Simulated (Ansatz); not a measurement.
In doubt: masses and optical values from hybrid runs of this build are listed as unsure, which bears on the screening that GW takes from such a start; one-shot GW on d or f shells is unsure, so the values of those runs are not to be relied on.

Rows from a G0W0 calculation on BaNaCeSbO6 (F-43m) (Ansatz 0.2.0; G0W0 on HSE06, plane waves, PAW; PAW set soft_1; 4×4×4 mesh, 837 empty bands, screening to 180 eV, PAW set soft_1 files), in eV. Spin-orbit coupling is left out.

| row | k | band | start | Σx | Σc at the solution | Vxc |
| --- | --- | --- | --- | --- | --- | --- |
| A | Γ | c1 | 10.436 | -22.094 | -10.701 | -34.091 |
| B | Γ | c2 | 10.626 | -23.169 | -10.364 | -34.855 |
| C | Γ | v1 | 6.620 | -25.965 | 4.157 | -21.752 |

**Question.** Work out each quasiparticle level and how far it moved.

The quasiparticle equation reads E = start + Σx + Σc(E) − Vxc.

| row | E (eV) | shift (eV) |
| --- | --- | --- |
| A | 11.732 | +1.296 |
| B | 11.947 | +1.321 |
| C | 6.563 | −0.056 |

Limits: not at the basis limit; f levels unsure; no spin polarisation; f levels unsure; no spin-orbit coupling.

[Runs of the session that timed out or met a known fault of the program may be left out.]

[Cells called generated may have been cut or substituted from an entry of the Crystallography Open Database or the Materials Project.]

[Hosts, paths, dates, database ids (printed as entryN), source tags and the programs' standing remarks are cut or masked in the printed files.]
